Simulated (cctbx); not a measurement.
# Lattice, Laue class and space group of a new crystal

Cell: a = 8.7560 Å, b = 8.7560 Å, c = 5.7550 Å, α = 90.00°, β = 90.00°, γ = 120.00°. Expected content of the cell: La6 Sn2 V10.

Simulated single-crystal data (cctbx): Ag Kα, λ = 0.56087 Å, to d = 0.77 Å, 50 % of the full sphere, strongest reflection 20000 counts, noise from counting, a 2 % proportional error and a noise floor of 4 counts (s.d.); no absorption, some extinction.

Tests on the unmerged data give:

```text
1752 reflections to d = 0.771 A
centring   violations  <I/sigma> of those
    A        612 of   860     15.4
    B        617 of   865     15.5
    C        707 of   889     16.7
    I        600 of   839     15.2
    R        878 of  1164     15.9
    F        968 of  1307     15.9
Laue class    unique    Rint  (classes that these axes allow; Friedel mates merged)
P -1             1298   0.020
P 1 1 2/m         868   0.023
P -3              575   0.025
P -3 1 m          328   0.027
P -3 m 1          352   0.027
P 6/m             324   0.027
P 6/m m m         210   0.028
space group    extra absences  I>4sigma  <I/sigma>
P 6 2 2                 0          0         -  acentric
P 63 2 2                3          0      -0.2  acentric
P 6 m m                 0          0         -  acentric
P 63 c m              168          0       0.1  acentric
P -6 m 2                0          0         -  acentric
P -6 c 2              168          0       0.1  acentric
P -6 2 m                0          0         -  acentric
P 6/m m m               0          0         -  centric
P 63/m c m            168          0       0.1  centric
Wilson B = 1.65 A^2   <|E^2-1|> = 0.729 (0.968 centric, 0.736 acentric)   E^2>4: 1.0 %
shell (A)         n   <I/sigma>
 7.58 - 1.54     33     48.0
 1.54 - 1.22     29     53.3
 1.22 - 1.07     26     46.9
 1.07 - 0.97     23     35.9
 0.97 - 0.90     27     35.8
 0.90 - 0.85     25     40.9
 0.85 - 0.81     21     34.4
 0.81 - 0.77     26     25.5
```

**Question.** What are the lattice type, the Laue class and the likely space group?

Every centring test has many violations, so the lattice is primitive.

Rint stays low (0.020 to 0.028) up to P 6/m m m, the highest class in these axes.

9 settings pass the absence test. The most absences obeyed, 168, belong to P 63 c m, P -6 c 2 and P 63/m c m, which absences can't tell apart.

⟨|E²−1|⟩ = 0.729 leans to a non-centrosymmetric structure. Here that hint misleads: the statistic assumes many like atoms on general positions, and few, heavy or special-position atoms break it. The Wilson B of 1.65 Å² means U ≈ 0.0209 Å².

The true group is P6_3/mcm (no. 193), Laue class 6/mmm, centrosymmetric. The tables only narrow the choice to the tied entries; cell content, site symmetry and trial solutions must settle it.

This is a model crystal, built by substitution and not relaxed, with assumed displacement parameters.

[Logs are printed without paths, hosts, clocks, repeated set-up lines and the standing remarks that a program may print on its own settings, such as how far it seeks lower states.]
